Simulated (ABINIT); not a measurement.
**Quasiparticle gap of Cl (Cmce) in ABINIT**

Aim: the G0W0 gap of Cl (Cmce) on PBE, step by step.

Method: PBE and many-body steps on it, plane waves, in ABINIT 10.8.3.

### Step 1. Set-up

Symmetry: Cmce, No. 64, orthorhombic system. The conventional cell has a = 6.290 Å, b = 4.500 Å, c = 8.210 Å, α = 90.00°, β = 90.00°, γ = 90.00°. Cl has 1 Cl at 2.02 Å nearest.

The cell and positions come from the Crystallography Open Database and are kept as given unless a step says otherwise.

### Step 2. Ground state

This step: ABINIT 10.8.3; DFT, PBE, plane waves, norm-conserving pseudopotentials.

The ground-state density comes first.

run.abi

```
acell 3*1.0 Angstrom
rprim 
  3.145000000000 -2.250000000000 0.000000000000
  3.145000000000 2.250000000000 0.000000000000
  0.000000000000 0.000000000000 8.210000000000
ntypat 1
znucl 17
natom 4
typat 1 1 1 1
xred 
  0.870000000000 0.130000000000 0.100000000000
  0.630000000000 0.370000000000 0.600000000000
  0.130000000000 0.870000000000 0.900000000000
  0.370000000000 0.630000000000 0.400000000000
pp_dirpath "pseudos"
pseudos "Cl.upf"
ecut 25
ngkpt 6 6 4
nshiftk 1
shiftk 0 0 0
kptopt 1
chksymbreak 0
nband 20
occopt 1
tolvrs 1e-10
nstep 60
prtwf 0
optforces 0
optstress 0
indata_prefix "in"
outdata_prefix "out"
tmpdata_prefix "tmp"
```

On the command line:

```sh
$ OMP_NUM_THREADS=1 mpirun -n 4 abinit run.abi > log
```

Numbers of over 12 decimals in the logs are rounded to 6 here.

Log:

```text
.Version 10.8.3 of ABINIT. v10.8.2 released Aug 2026.

 Symmetries : space group Cm c a (# 64); Bravais oC (1-face-center ortho.)
================================================================================
 Values of the parameters that define the memory need of the present run
     intxc =       0    ionmov =       0      iscf =       7    lmnmax =       6
     lnmax =       6     mgfft =      72  mpssoang =       3    mqgrid =    3493
     natom =       4  nloc_mem =       1    nspden =       1   nspinor =       1
    nsppol =       1      nsym =       8    n1xccc =    2501    ntypat =       1
    occopt =       1   xclevel =       2
-    mband =          20        mffmem =           1         mkmem =          10
       mpw =        4710          nfft =       93312          nkpt =          39
================================================================================
  Rough estimation (10% accuracy) of disk space for files :
================================================================================

--------------------------------------------------------------------------------
------------- Echo of variables that govern the present computation ------------
--------------------------------------------------------------------------------
 -outvars: echo values of preprocessed input variables --------
            acell      1.8897261259E+00  1.8897261259E+00  1.8897261259E+00 Bohr

      chksymbreak           0
             ecut      2.50000000E+01 Hartree
-          fftalg         312

              ixc     -101130
              kpt      0.00000000E+00  0.00000000E+00  0.00000000E+00
                       1.66666667E-01  0.00000000E+00  0.00000000E+00
                       3.33333333E-01  0.00000000E+00  0.00000000E+00
                       5.00000000E-01  0.00000000E+00  0.00000000E+00
                       1.66666667E-01  1.66666667E-01  0.00000000E+00
                       3.33333333E-01  1.66666667E-01  0.00000000E+00
                       5.00000000E-01  1.66666667E-01  0.00000000E+00
                      -3.33333333E-01  1.66666667E-01  0.00000000E+00
                      -1.66666667E-01  1.66666667E-01  0.00000000E+00
   [... 28 further rows ...]
                      -3.33333333E-01  3.33333333E-01  5.00000000E-01
                       5.00000000E-01  5.00000000E-01  5.00000000E-01
         kptrlatt        6    0    0      0    6    0      0    0    4
          kptrlen      4.38451851E+01
P           mkmem          10
            natom           4
            nband          20
            ngfft          36      36      72
             nkpt          39
            nstep          60
             nsym           8
           ntypat           1
              occ      2.000000  2.000000  2.000000  2.000000  2.000000  2.000000
                       2.000000  2.000000  2.000000  2.000000  2.000000  2.000000
                       2.000000  2.000000  0.000000  0.000000  0.000000  0.000000
                       0.000000  0.000000
        optforces           0
        optstress           0
            prtwf           0
            rprim      3.1450000000E+00 -2.2500000000E+00  0.0000000000E+00
[...]
spgroup          64

           tolvrs      1.00000000E-10

             xred      8.7000000000E-01  1.3000000000E-01  1.0000000000E-01
[...]
znucl       17.00000

================================================================================

 chkinp: Checking input parameters for consistency.

================================================================================
== DATASET  1 ==================================================================
-   mpi_nproc: 4, omp_nthreads: 1 (-1 if OMP is not activated)

--- !DatasetInfo
iteration_state: {dtset: 1, }
dimensions: {natom: 4, nkpt: 39, mband: 20, nsppol: 1, nspinor: 1, nspden: 1, mpw: 4710, }
cutoff_energies: {ecut:  25.0, pawecutdg:  -1.0, }
electrons: {nelect:   2.80000000E+01, charge:   0.00000000E+00, occopt:   1.00000000E+00, tsmear:   1.00000000E-02, }

 Real(R)+Recip(G) space primitive vectors, cartesian coordinates (Bohr,Bohr^-1):
 R(1)=  5.9431887 -4.2518838  0.0000000  G(1)=  0.0841299 -0.1175949  0.0000000
 R(2)=  5.9431887  4.2518838  0.0000000  G(2)=  0.0841299  0.1175949  0.0000000
 R(3)=  0.0000000  0.0000000 15.5146515  G(3)=  0.0000000  0.0000000  0.0644552
 Unit cell volume ucvol=  7.8410265E+02 bohr^3
 Angles (23,13,12)=  9.00000000E+01  9.00000000E+01  7.11614758E+01 degrees

 getcut: wavevector=  0.0000  0.0000  0.0000  ngfft=  36  36  72
         ecut(hartree)=     25.000   => boxcut(ratio)=   2.06184

--- Pseudopotential description ------------------------------------------------
- Cl Generated using ONCVPSP code by D. R. Hamann
- 17.00000   7.00000  171031                  znucl, zion, pspdat
12 -101130 2 -1 1028                          pspcod,pspxc,lmax,lloc,mmax
     nproj     2     2     2
  pspatm : epsatm=    9.12776517
         --- l  ekb(1:nproj) -->
[...]
pspatm: atomic psp has been read  and splines computed

   1.02230970E+03                                ecore*ucvol(ha*bohr**3)
--------------------------------------------------------------------------------

_setup2: Arith. and geom. avg. npw (full set) are    4682.410    4682.398

================================================================================

--- !BeginCycle
iteration_state: {dtset: 1, }
solver: {iscf: 7, nstep: 60, nline: 4, wfoptalg: 0, }
tolerances: {tolvrs: 1.00E-10, }

     iter   Etot(hartree)      deltaE(h)  residm     vres2
 ETOT  1  -65.563016520983    -6.556E+01 3.387E-02 2.238E+01
 ETOT  2  -65.589223611204    -2.621E-02 7.050E-03 1.956E+00
 ETOT  3  -65.589587263899    -3.637E-04 4.864E-03 1.545E-01
 ETOT  4  -65.589621889148    -3.463E-05 2.148E-03 4.225E-02
 ETOT  5  -65.589627101151    -5.212E-06 9.614E-04 1.292E-03
 ETOT  6  -65.589627199638    -9.849E-08 2.168E-03 7.950E-05
 ETOT  7  -65.589627205584    -5.946E-09 6.894E-04 1.991E-06
 ETOT  8  -65.589627205738    -1.541E-10 6.133E-04 2.591E-07
 ETOT  9  -65.589627205778    -3.935E-11 3.831E-04 4.428E-09
 ETOT 10  -65.589627205781    -3.041E-12 2.141E-04 2.506E-10
 ETOT 11  -65.589627205780     9.948E-13 1.255E-04 5.578E-12

 At SCF step   11       vres2   =  5.58E-12 < tolvrs=  1.00E-10 =>converged.

--- !ResultsGS
iteration_state: {dtset: 1, }
comment   : Summary of ground state results
lattice_vectors:
- [  5.9431887,  -4.2518838,   0.0000000, ]
- [  5.9431887,   4.2518838,   0.0000000, ]
- [  0.0000000,   0.0000000,  15.5146515, ]
lattice_lengths: [   7.30753,    7.30753,   15.51465, ]
lattice_angles: [ 90.000,  90.000,  71.161, ] # degrees, (23, 13, 12)
lattice_volume:   7.8410265E+02
convergence: {deltae:  9.948E-13, res2:  5.578E-12, residm:  1.255E-04, diffor:  0.000E+00, }
etotal    :  -6.55896272E+01
entropy   :   0.00000000E+00
fermie    :  -3.02756789E-02
cartesian_stress_tensor: null
pressure_GPa: null
xred      :
- [  8.7000E-01,   1.3000E-01,   1.0000E-01, Cl]
- [  6.3000E-01,   3.7000E-01,   6.0000E-01, Cl]
- [  1.3000E-01,   8.7000E-01,   9.0000E-01, Cl]
- [  3.7000E-01,   6.3000E-01,   4.0000E-01, Cl]
cartesian_forces: null
force_length_stats: {min: null, max: null, mean: null, }

 Integrated electronic density in atomic spheres:
 ------------------------------------------------
 Atom  Sphere_radius  Integrated_density
[...]
4        2.00000          4.99274342
================================================================================

 ----iterations are completed or convergence reached----

 Mean square residual over all n,k,spin=   23.421E-08; max=  12.545E-05
 reduced coordinates (array xred) for    4 atoms
       0.870000000000      0.130000000000      0.100000000000
       0.630000000000      0.370000000000      0.600000000000
       0.130000000000      0.870000000000      0.900000000000
       0.370000000000      0.630000000000      0.400000000000
 rms dE/dt=  0.0000E+00; max dE/dt=  0.0000E+00; dE/dt below (all hartree)
    1       0.000000000000      0.000000000000      0.000000000000
    2       0.000000000000      0.000000000000      0.000000000000
    3       0.000000000000      0.000000000000      0.000000000000
    4       0.000000000000      0.000000000000      0.000000000000

 cartesian coordinates (angstrom) at end:
    1      3.145000    -1.665000     0.821000
    2      3.145000    -0.585000     4.926000
    3      3.145000     1.665000     7.389000
    4      3.145000     0.585000     3.284000
 length scales=  1.889726125908  1.889726125908  1.889726125908 bohr
              =  1.000000000000  1.000000000000  1.000000000000 angstroms
 prteigrs : about to open file out_EIG
 Fermi (or HOMO) energy (hartree) =  -0.03028   Average Vxc (hartree)=  -0.28844
 Eigenvalues (hartree) for nkpt=  39  k points:
 kpt#   1, nband= 20, wtk=  0.00694, kpt=  0.0000  0.0000  0.0000 (reduced coord)
  -0.64091   -0.63353   -0.49406   -0.47435   -0.22600   -0.19657   -0.12661   -0.12203
  -0.10941   -0.10909   -0.05601   -0.04507   -0.03565   -0.03234    0.06046    0.08112
   0.22390    0.24601    0.29106    0.33966
 prteigrs : prtvol=0 or 1, do not print more k-points.

--- !EnergyTerms
iteration_state     : {dtset: 1, }
comment             : Components of total free energy in Hartree
kinetic             :  2.21312281786951E+01
hartree             :  1.26113106288614E+01
xc                  : -1.77898133417966E+01
Ewald energy        : -4.52935173226236E+01
psp_core            :  1.30379574154858E+00
local_psp           : -4.74110710612913E+01
non_local_psp       :  8.85843997082660E+00
total_energy        : -6.55896272057798E+01
total_energy_eV     : -1.78478467962638E+03
band_energy         : -6.75520836384681E+00

== END DATASET(S) ==============================================================
================================================================================

 -outvars: echo values of variables after computation  --------
           etotal     -6.5589627206E+01
            nband          20
             nkpt          39
          spgroup          64
 [... the other variables as echoed above ...]

 Calculation completed.
```

Wall time 97 s (4 MPI ranks of AMD EPYC 7571, shared host); peak memory 0.4 GiB.

This step gave:

| Item | Value |
| --- | --- |
| total energy | -1784.7847 eV |
| gap | 2.469 eV |
| k of the valence top | 0.5, 0.5, 0 |
| k of the conduction bottom | 0, 0, 0 |
| least direct gap | 2.525 eV |

The gap is indirect, with the least direct gap 0.06 eV higher.

(Part 1 of 3 ends here.)

[Paths, hosts, dates, memory and timing lines, banners, echoed tables and standing remarks are left out of the program output.]

[Logs are printed without paths, hosts, clocks, repeated set-up lines and the standing remarks that a program may print on its own settings, such as how far it seeks lower states.]

[Runs of the session that timed out or met a known fault of the program may be left out.]

[Hosts, paths, dates, database ids (printed as entryN), source tags and the programs' standing remarks are cut or masked in the printed files.]

[G0W0 gaps are taken among the corrected bands and points alone; a level outside them can change the order at an edge.]

[Where Ansatz stands beside ABINIT at settings called matched, ABINIT's density can come from a denser mesh and the files from another edition; pairs whose starting gaps differed by over 0.03 eV were left out, so agreement reads better than it is.]
